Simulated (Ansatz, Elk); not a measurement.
# Tl2H4Pd: X-ray structure factors from the self-consistent density

The structure of Tl2H4Pd used here is made up (a known structure type with other elements) and was relaxed beforehand with PBEsol. The aim is the Fourier transform of its all-electron density, F(hkl), set beside the sum over free spherical atoms that refinements use.

Main program and level: Elk 11.2.3 (patched build); DFT, PBE, all-electron APW+lo, Dirac cores, scalar-relativistic bands, static density, no spin.

The structure was built from a prototype and need not be the compound's stable phase.

### 1. Starting point

The structure is tetragonal, space group I4/mmm (No. 139). Conventional cell: a = 4.960 Å, b = 4.960 Å, c = 8.113 Å, α = 90.00°, β = 90.00°, γ = 90.00°. Tl has 8 H at 2.68 Å nearest. Nearest to Pd lie 4 H at 1.65 Å. Nearest to H lie 1 Pd at 1.65 Å. Farther neighbours are not listed.

### 2. Ground state and structure factors

An all-electron density is needed, since X-rays see the cores too. Task 0 finds the density and task 195 Fourier-transforms it; tshift is off so that phases refer to the origin typed.

elk.in

```
tasks
  0
  195

xctype
  20

spinpol
  .false.

rgkmax
  7.0

gmaxvr
  14.0

lmaxo
  7

lmaxapw
  8

swidth
  0.002

tshift
  .false.

ramdisk
  .false.

hmaxvr
  5.5

maxscl
  120

epspot
  1e-06

sppath
  './'

avec
  -4.68624130731 4.68624130731 7.66596951555
  4.68624130731 -4.68624130731 7.66596951555
  4.68624130731 4.68624130731 -7.66596951555

atoms
  3
  'Tl.in'
  2
  0.2500000000 0.7500000000 0.5000000000   0.000000 0.000000 0.000000
  0.7500000000 0.2500000000 0.5000000000   0.000000 0.000000 0.000000
  'Pd.in'
  1
  0.0000000000 -0.0000000000 0.0000000000   0.000000 0.000000 0.000000
  'H.in'
  4
  0.7643587713 0.2356412287 0.0000000000   0.000000 0.000000 0.000000
  0.2356412287 0.7643587713 0.0000000000   0.000000 0.000000 0.000000
  0.7643587713 0.7643587713 0.5287175425   0.000000 0.000000 0.000000
  0.2356412287 0.2356412287 0.4712824575   0.000000 0.000000 0.000000

ngridk
  6 6 6
```

The run is started by

```
$ OMP_NUM_THREADS=4 elk
```

Numbers of over 12 decimals in the logs are rounded to 6 here.

Log:

```text
┌─────────────────────────┐
│ Elk code version 11.2.3 │
└─────────────────────────┘

All units are atomic (Hartree, Bohr, etc.)

┌─────────────────────────────────────────────────┐
│ Ground-state run starting from atomic densities │
└─────────────────────────────────────────────────┘

Lattice vectors :
  -4.686241307       4.686241307       7.665969516
   4.686241307      -4.686241307       7.665969516
   4.686241307       4.686241307      -7.665969516

Reciprocal lattice vectors :
 -0.1556861371E-16  0.6703864457      0.4098102200
  0.6703864457     -0.1556861371E-16  0.4098102200
  0.6703864457      0.6703864457      0.4639058702E-17

Unit cell volume      :    673.4050593
Brillouin zone volume :   0.3683521679

Muffin-tin inner radius fraction :   0.1000000000E-01

Nuclei treated as point charges

Species : 1 (Tl)
 parameters loaded from : Tl.in
 name : thallium
 nuclear charge    :   -81.00000000
 electronic charge :    81.00000000
 atomic mass :    372567.9643
 muffin-tin radius :    2.800000000
 number of radial points in muffin-tin :   1393
 inner part over the whole radius :   0.9893942913E-02
 number on inner part of muffin-tin    :   1000
 approximate nuclear radius :   0.1043008296E-03
 number of mesh points to nuclear radius :    525
 atomic positions (lattice), magnetic fields (Cartesian) :
  1 :   0.25000000 -0.25000000  0.50000000    0.00000000  0.00000000  0.00000000
  2 :  -0.25000000  0.25000000  0.50000000    0.00000000  0.00000000  0.00000000

Species : 2 (Pd)
 parameters loaded from : Pd.in
 name : palladium
 nuclear charge    :   -46.00000000
 electronic charge :    46.00000000
 atomic mass :    193991.7927
 muffin-tin radius :    1.997678745
 number of radial points in muffin-tin :    993
 inner part over the whole radius :   0.9912541490E-02
 number on inner part of muffin-tin    :    702
 approximate nuclear radius :   0.8586907259E-04
 number of mesh points to nuclear radius :    359
 atomic positions (lattice), magnetic fields (Cartesian) :
  1 :   0.00000000  0.00000000  0.00000000    0.00000000  0.00000000  0.00000000

Species : 3 (H)
 parameters loaded from : H.in
 name : hydrogen
 nuclear charge    :   -1.000000000
 electronic charge :    1.000000000
 atomic mass :    1837.362221
 muffin-tin radius :    1.075673171
 number of radial points in muffin-tin :    393
 inner part over the whole radius :   0.9935647656E-02
 number on inner part of muffin-tin    :    256
 approximate nuclear radius :   0.2766748019E-04
 number of mesh points to nuclear radius :     79
 atomic positions (lattice), magnetic fields (Cartesian) :
  1 :  -0.23564123  0.23564123  0.00000000    0.00000000  0.00000000  0.00000000
  2 :   0.23564123 -0.23564123  0.00000000    0.00000000  0.00000000  0.00000000
  3 :  -0.23564123 -0.23564123 -0.47128246    0.00000000  0.00000000  0.00000000
  4 :   0.23564123  0.23564123  0.47128246    0.00000000  0.00000000  0.00000000

Total number of atoms per unit cell :    7
Total muffin-tin volume :    238.1524348
 ratio of muffin-tin to unit cell volume :   0.3536540622

Spin treatment :
 spin-unpolarised

Number of Bravais lattice symmetries :   16
Number of crystal symmetries         :   16
Crystal has inversion symmetry
Real symmetric eigensolver will be used

k-point grid :      6     6     6
k-point offset :    0.000000000       0.000000000       0.000000000
k-point set is reduced with full crystal symmetry group
Total number of k-points :       30

Muffin-tin radius times maximum |G+k| :    7.000000000
 using average radius
Maximum |G+k| for APW functions       :    4.117518541
Maximum (1/2)|G+k|²                   :    8.476979469
Maximum |G| for potential and density :    14.00000000
Constant for pseudocharge density :   10
 order of it for each species :   17  17  11
 order of it for pair densities of each species (exact exchange by exxq0 0: 18) :   17  13   3
Radial integration step length :    1

G-vector grid sizes :     48    48    48
Number of G-vectors :    31219

[...]
at k-point 11

Charges :
 core                        :    152.0000000
 valence                     :    60.00000000
 interstitial                :    8.551740140
 muffin-tins (core leakage)
  species : 1 (Tl)
   atom 1                    :    79.53268992     (  0.3802406353E-04)
   atom 2                    :    79.53268992     (  0.3802406353E-04)
  species : 2 (Pd)
   atom 1                    :    41.94480823     (  0.8538897305E-06)
  species : 3 (H)
   atom 1                    :   0.6095179488     (   0.000000000    )
   atom 2                    :   0.6095179488     (   0.000000000    )
[...]
total in muffin-tins        :    203.4482599
 total calculated charge     :    211.9992460
 total charge                :    212.0000000
 error                       :   0.7539720185E-03

RMS change in Kohn-Sham potential (target) :    81.98439762     (  0.1000000000E-05)
Absolute change in total energy (target)   :   0.8919689730     (  0.1000000000E-03)

[... loops 3 to 21 left out ...]

┌──────────────────┐
│ Loop number : 22 │
└──────────────────┘

Energies :
 Fermi                       :     0.178196
 sum of occupied eigenvalues :     -28077.593218502
 electron kinetic            :      52302.957782570
 core electron kinetic       :      51667.429889291
 Coulomb                     :     -97019.926936405
 Coulomb potential           :     -79190.825414880
 nuclear-nuclear             :     -3473.3835175007
 electron-nuclear            :     -107953.43989173
 Hartree                     :      14406.896472827
 Madelung                    :     -57424.514228965
 xc potential                :     -1189.7255861921
 exchange                    :     -896.98215615932
 correlation                 :     -12.527651836977
 electron entropic           :    -0.47505634621397E-03
 total energy                :     -45626.479436887

Density of states at Fermi energy :    36.34529747
 (states/Hartree/unit cell)

Estimated indirect band gap :   0.3035217105E-02
 from k-point 2 to k-point 12
Estimated direct band gap   :   0.1824746158E-01
 at k-point 12

Charges :
 core                        :    152.0000000
 valence                     :    60.00000000
 interstitial                :    7.695657004
 muffin-tins (core leakage)
  species : 1 (Tl)
[...]
species : 2 (Pd)
[...]
species : 3 (H)
[...]
total in muffin-tins        :    204.3043430
 total calculated charge     :    211.9993350
 total charge                :    212.0000000
 error                       :   0.6649561080E-03

RMS change in Kohn-Sham potential (target) :   0.2722183989E-06 (  0.1000000000E-05)
Absolute change in total energy (target)   :   0.2290580596E-05 (  0.1000000000E-03)

Convergence targets achieved

┌──────────────────┐
│ Loop number : 23 │
└──────────────────┘

Energies :
 Fermi                       :     0.178196
 sum of occupied eigenvalues :     -28077.593218403
 electron kinetic            :      52302.957782714
 core electron kinetic       :      51667.429889383
 Coulomb                     :     -97019.926936389
 Coulomb potential           :     -79190.825414845
 nuclear-nuclear             :     -3473.3835175007
 electron-nuclear            :     -107953.43989172
 Hartree                     :      14406.896472833
 Madelung                    :     -57424.514228967
 xc potential                :     -1189.7255862725
 exchange                    :     -896.98215615932
 correlation                 :     -12.527651837024
 electron entropic           :    -0.47505634748721E-03
 total energy                :     -45626.479436727

Density of states at Fermi energy :    36.34529758
 (states/Hartree/unit cell)

Estimated indirect band gap :   0.3035217035E-02
 from k-point 2 to k-point 12
Estimated direct band gap   :   0.1824746165E-01
 at k-point 12

Charges :
 core                        :    152.0000000
 valence                     :    60.00000000
 interstitial                :    7.695657004
 muffin-tins (core leakage)
  species : 1 (Tl)
   atom 1                    :    79.52872012     (  0.3655058131E-04)
   atom 2                    :    79.52872012     (  0.3655058131E-04)
  species : 2 (Pd)
   atom 1                    :    43.26325802     (  0.7840923750E-06)
  species : 3 (H)
[...]
atom 2                    :   0.4959111849     (   0.000000000    )
   atom 3                    :   0.4959111849     (   0.000000000    )
   atom 4                    :   0.4959111849     (   0.000000000    )
 total in muffin-tins        :    204.3043430
 total calculated charge     :    211.9993350
 total charge                :    212.0000000
 error                       :   0.6649561068E-03

┌──────────────────────────────┐
│ Self-consistent loop stopped │
└──────────────────────────────┘

Wrote STATE.OUT
```

It took 85 s on 4 threads of AMD EPYC 7B13 (Zen 3), shared host; peak memory 0.31 GiB; 4.7 min of CPU time.

SFACRHO.OUT:

```text

h k l indices transformed by vhmat matrix:
   1.000000000       0.000000000       0.000000000    
   0.000000000       1.000000000       0.000000000    
   0.000000000       0.000000000       1.000000000    

      h      k      l  multipl.   |H|            Re(F)            Im(F)           |F|

      0      0      0      1   0.0000000       212.00000      0.12720733E-15   212.00000    
      1      0      0      8  0.78572413       42.306482      0.26466387E-15   42.306482    
     -1     -1      1      2  0.81962044      -105.08132      0.83645111E-13   105.08132    
     -1      1      0      4  0.94806960      -106.49616     -0.14806307E-15   106.49616    
      0      2     -1      8   1.2532413       177.06505      0.82248158E-13   177.06505    
      1     -1     -1      4   1.3407729       171.84997      0.79164158E-13   171.84997    
      2      1     -2      8   1.4003277       36.432702      0.73010723E-16   36.432702    
     -1      2     -1     16   1.5540381       34.675109      0.16427413E-15   34.675109    
     -2      0      2      8   1.5714483      -98.709968      0.17849525E-12   98.709968    
      2      2     -2      2   1.6392409       165.83629      0.14747870E-12   165.83629    
      1      3     -2      8   1.8936596      -91.997539     -0.14111195E-12   91.997539    
      2     -2      0      4   1.8961392       157.53937      0.19832405E-15   157.53937    
      3      0     -2     16   1.9387083       31.673781     -0.21903217E-15   31.673781    
      2     -1     -2      8   2.0524878       30.620115     -0.14602145E-15   30.620115    
      1     -3      1      8   2.0657012      -88.327296      0.42100578E-13   88.327296    
     -3     -1      1      8   2.1177305       148.64610     -0.20803493E-13   148.64610    
     -1      1      2      8   2.1199481      -88.556589      0.16123049E-12   88.556589    
      2      3     -2      8   2.1559287       30.292343     -0.19165315E-15   30.292343
```

Elk indexes on the primitive cell of elk.in and gives |H| = 4π sin θ/λ in inverse bohr. Below, one row stands for each form hkl of the conventional cell (m members, Friedel mates merged), F is for one primitive cell and the density is static (no thermal factor). Free-atom factors are Waasmaier and Kirfel's, and R is Σm||F|−|F'||/Σm|F|.

| hkl | m | sin θ/λ (Å⁻¹) | abs F, DFT | neutral atoms | diff. |
| --- | --- | --- | --- | --- | --- |
| 101 | 8 | 0.118 | 42.306 | 42.491 | -0.185 |
| 002 | 2 | 0.123 | 105.081 | 105.194 | -0.113 |
| 110 | 4 | 0.143 | 106.496 | 106.186 | +0.310 |
| 112 | 8 | 0.189 | 177.065 | 177.554 | -0.489 |
| 200 | 4 | 0.202 | 171.850 | 172.699 | -0.849 |
| 103 | 8 | 0.211 | 36.433 | 36.783 | -0.350 |
| 211 | 16 | 0.234 | 34.675 | 35.090 | -0.415 |
| 202 | 8 | 0.236 | 98.710 | 98.221 | +0.489 |
| 004 | 2 | 0.246 | 165.836 | 166.074 | -0.238 |
| 114 | 8 | 0.285 | 91.998 | 91.876 | +0.121 |
| 220 | 4 | 0.285 | 157.539 | 157.556 | -0.017 |
| 213 | 16 | 0.291 | 31.674 | 31.881 | -0.208 |
| 301 | 8 | 0.309 | 30.620 | 30.835 | -0.215 |
| 222 | 8 | 0.311 | 88.327 | 88.468 | -0.141 |

### 3. The highest occupied states alone

An energy window below the Fermi level keeps the highest occupied states, to see at which angles they scatter; shallow core shells can lie inside it and anion s states outside. No new self-consistency is needed.

elk.in, as its differences from that of step 2:

```diff
@@ -1,3 +1,2 @@
 tasks
-  0
   195
@@ -40,2 +39,5 @@
 
+wsfac
+  -0.189300 0.478200
+
 sppath
```

The run is started by

```
$ OMP_NUM_THREADS=4 elk
```

Log:

```text
┌─────────────────────────────────┐
│ Elk code version 11.2.3 started │
└─────────────────────────────────┘

Info(readinput): the functional depends on the density's gradient
 muffin-tin radial points multiplied by    2.00000
 (not where nrmtscf is given)

┌────────────────────┐
│ Current task : 195 │
└────────────────────┘
Info(checkmt): changed muffin-tin radius of species 2 (Pd) from   2.6000 to   1.9977
Info(checkmt): changed muffin-tin radius of species 3 (H) from   1.4000 to   1.0757

Info(sfacrho): density structure factors written to SFACRHO.OUT

 Energy window :  -0.1893000000      0.4782000000

┌──────────────────┐
│ Elk code stopped │
└──────────────────┘
```

Run time: 9.7 s. Hardware: 4 threads; peak memory 0.18 GiB; 13 s of CPU time.

States within 10 eV below the Fermi level hold 20.00 electrons; any levels below the window count with the cores. Their amplitudes can exceed the total, where window and core parts have opposite phase:

| hkl | sin θ/λ (Å⁻¹) | abs F, window | abs F, all |
| --- | --- | --- | --- |
| 101 | 0.118 | 7.493 | 42.306 |
| 002 | 0.123 | 7.900 | 105.081 |
| 110 | 0.143 | 4.527 | 106.496 |
| 112 | 0.189 | 5.128 | 177.065 |
| 200 | 0.202 | 2.306 | 171.850 |
| 103 | 0.211 | 3.979 | 36.433 |
| 211 | 0.234 | 2.933 | 34.675 |
| 202 | 0.236 | 1.240 | 98.710 |
| 004 | 0.246 | 4.377 | 165.836 |
| 114 | 0.285 | 2.081 | 91.998 |

### 4. Another try

In this try the input is made faulty on purpose, to show what that does.

The input is changed as shown.

elk.in, as its differences from that of step 3:

```diff
@@ -1,2 +1,3 @@
 tasks
+  0
   195
@@ -39,5 +40,2 @@
 
-wsfac
-  -0.189300 0.478200
-
 sppath
@@ -66,3 +64,3 @@
 
-ngridk
+ngrid
   6 6 6
```

The run is started by

```
$ OMP_NUM_THREADS=4 elk
```

Log:

```text
┌─────────────────────────────────┐
│ Elk code version 11.2.3 started │
└─────────────────────────────────┘

Error(readinput): invalid block name : ngrid
```

The job ended after 0.02 s (4 threads; peak memory 0.16 GiB).

The input was rejected at the start.

The program's message: “Error(readinput): invalid block name : ngrid”

A key was misspelt on purpose.

### 5. Another functional

The difference from free atoms is small, so it is set against the change that PBEsol makes.

elk.in, as its differences from that of step 4:

```diff
@@ -5,3 +5,3 @@
 xctype
-  20
+  22
 
@@ -64,3 +64,3 @@
 
-ngrid
+ngridk
   6 6 6
```

The run is started by

```
$ OMP_NUM_THREADS=4 elk
```

Log:

```text
┌─────────────────────────┐
│ Elk code version 11.2.3 │
└─────────────────────────┘

All units are atomic (Hartree, Bohr, etc.)

┌─────────────────────────────────────────────────┐
│ Ground-state run starting from atomic densities │
└─────────────────────────────────────────────────┘

Lattice vectors :
  -4.686241307       4.686241307       7.665969516
   4.686241307      -4.686241307       7.665969516
   4.686241307       4.686241307      -7.665969516

Reciprocal lattice vectors :
 -0.1556861371E-16  0.6703864457      0.4098102200
[...]
atom 2                    :    79.53030475     (  0.3651613204E-04)
  species : 2 (Pd)
   atom 1                    :    43.25782568     (  0.7886261884E-06)
  species : 3 (H)
[...]
atom 3                    :   0.4813173151     (   0.000000000    )
   atom 4                    :   0.4813173151     (   0.000000000    )
 total in muffin-tins        :    204.2437044
 total calculated charge     :    211.9993465
 total charge                :    212.0000000
 error                       :   0.6534664744E-03

┌──────────────────────────────┐
│ Self-consistent loop stopped │
└──────────────────────────────┘

Wrote STATE.OUT
[key lines of the parts left out:]
total energy                :     -45613.031528579
```

Elapsed: 89 s, on 4 threads; peak memory 0.31 GiB.

Against the first run R = 0.01 %; the largest change is -0.083 at 004.

### 6. Basis size

The basis and the expansions that go with it are enlarged, to see whether the differences are converged.

elk.in, as its differences from that of step 5:

```diff
@@ -5,3 +5,3 @@
 xctype
-  22
+  20
 
@@ -11,12 +11,12 @@
 rgkmax
-  7.0
+  8.5
 
 gmaxvr
-  14.0
+  18.0
 
 lmaxo
-  7
+  9
 
 lmaxapw
-  8
+  10
```

The run is started by

```
$ OMP_NUM_THREADS=4 elk
```

Log:

```text
┌─────────────────────────┐
│ Elk code version 11.2.3 │
└─────────────────────────┘

All units are atomic (Hartree, Bohr, etc.)

┌─────────────────────────────────────────────────┐
│ Ground-state run starting from atomic densities │
└─────────────────────────────────────────────────┘

Lattice vectors :
  -4.686241307       4.686241307       7.665969516
   4.686241307      -4.686241307       7.665969516
   4.686241307       4.686241307      -7.665969516

Reciprocal lattice vectors :
 -0.1556861371E-16  0.6703864457      0.4098102200
[...]
atom 2                    :    79.52910215     (  0.3655445146E-04)
  species : 2 (Pd)
   atom 1                    :    43.26853145     (  0.7849740626E-06)
  species : 3 (H)
[...]
atom 3                    :   0.4965218031     (   0.000000000    )
   atom 4                    :   0.4965218031     (   0.000000000    )
 total in muffin-tins        :    204.3128230
 total calculated charge     :    211.9999068
 total charge                :    212.0000000
 error                       :   0.9322649038E-04

┌──────────────────────────────┐
│ Self-consistent loop stopped │
└──────────────────────────────┘

Wrote STATE.OUT
[key lines of the parts left out:]
total energy                :     -45626.484050355
```

Run time: 4.7 min. Hardware: 4 threads; peak memory 0.7 GiB.

Against the first run R = 0.00 %; the largest change is +0.004 at 220.

### 7. Settings against the effect

| run | R against the first run (%) | R against neutral atoms, low angle (%) | wall time |
| --- | --- | --- | --- |
| PBE, rgkmax 7 | 0.00 | 0.41 | 85 s |
| PBEsol | 0.01 | 0.41 | 89 s |
| rgkmax 8.5 with larger expansions | 0.00 | 0.41 | 4.7 min |

### 8. Summary of results

```yaml
r_against_neutral_atoms_sin_theta_lambda_0p3_a_minus1: 0.41 %
r_against_neutral_atoms_0p3_to_0p80_a_minus1: 0.17 %
```

In words: Independent neutral atoms miss the calculated amplitudes by R = 0.41 % below 0.3 Å⁻¹ and 0.17 % from there to 0.80 Å⁻¹; by shells, 0.30 % below 0.15 Å⁻¹ (3 forms), 0.43 % 0.15 to 0.3 (9 forms), 0.20 % 0.3 to 0.45 (22 forms), 0.17 % above 0.45 (115 forms). Bonding, aspherical density and the tables' own atoms all enter these figures, and the runs don't part them. The largest change of an amplitude is -0.85 electrons, at 200. The window's part falls from 20.0 electrons at the origin to at most 0.60 between 0.45 and 0.80 Å⁻¹. Below 0.3 Å⁻¹ the changes that finished (PBEsol and rgkmax 8.5 with larger expansions) move F by R = 0.03 % at most, against the 0.41 % that separates it from free atoms. The k-mesh has no finished test. These runs have no spin, though d or f shells may be open. Spin-orbit coupling is left out, which can matter for elements this heavy. Part of the difference isn't bonding: the tables are fits to free atoms and ions calculated by other methods than this functional. Thermal motion, anomalous dispersion and extinction are left out.

[Logs are printed without paths, hosts, clocks, repeated set-up lines and the standing remarks that a program may print on its own settings, such as how far it seeks lower states.]

[Hosts, paths, dates, database ids (printed as entryN), source tags and the programs' standing remarks are cut or masked in the printed files.]
